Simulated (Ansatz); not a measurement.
In doubt: masses and optical values from hybrid runs of this build are listed as unsure (in some of the runs), which bears on the screening that GW takes from such a start.

Na3WO4Cl (P4/nmm), computed twice by G0W0.

```
Na W Cl O
1.0
     7.51810    0.00000    0.00000
     0.00000    7.51810    0.00000
     0.00000    0.00000    5.36000
Na W Cl O
6 2 2 8
Direct
  0.50000 0.00000 0.35840
  0.00000 0.50000 0.64160
  0.75000 0.25000 0.00000
  0.25000 0.25000 0.00000
  0.25000 0.75000 0.00000
  0.75000 0.75000 0.00000
  0.00000 0.00000 0.50000
  0.50000 0.50000 0.50000
  0.50000 0.00000 0.84200
  0.00000 0.50000 0.15800
  0.80938 0.00000 0.29888
  0.50000 0.30938 0.29888
  0.19062 0.00000 0.29888
  0.50000 0.69062 0.29888
  0.30938 0.50000 0.70112
  0.00000 0.19062 0.70112
  0.69062 0.50000 0.70112
  0.00000 0.80938 0.70112
```

Geometry: measured cell, ions relaxed with PBE. The runs that relaxed it are not among those shown. Spin-orbit coupling is left out unless a run names it.

The first (Ansatz 0.2.0; start HSE06, 2×2×4 mesh, 1019 empty bands, screening to 130 eV, PAW set soft_1 files; 1 × NVIDIA H100 80GB HBM3 (shared by 6 runs) with 2 threads of AMD EPYC 7R13 (Zen 3), shared host) gave, on its mesh: starting gap 6.19 eV, G0W0 gap 7.53 eV, RPA ε∞ (mean) 2.22, 6.1 min.

The second gave: starting gap 4.67 eV, G0W0 gap 6.83 eV, RPA ε∞ (mean) 2.47, 1.8 min.

Question: What was changed in the input? Choose among start, files, mesh, bands and cutoff, frequency model or another key.

Changed: start from HSE06 to PBE and frequency model from contour deformation to plasmon pole. A jump of this size in the start, with ε∞ moving the other way, marks another functional. Other changes could give like numbers; this is the one that was made.

Limits: not at the basis limit; no spin-orbit coupling; coarse k mesh.

[Paths, hosts, dates, memory and timing lines, banners, echoed tables and standing remarks are left out of the program output.]

[Logs are printed without paths, hosts, clocks, repeated set-up lines and the standing remarks that a program may print on its own settings, such as how far it seeks lower states.]

[Runs of the session that timed out or met a known fault of the program may be left out.]

[Cells called generated may have been cut or substituted from an entry of the Crystallography Open Database or the Materials Project.]

[Hosts, paths, dates, database ids (printed as entryN), source tags and the programs' standing remarks are cut or masked in the printed files.]
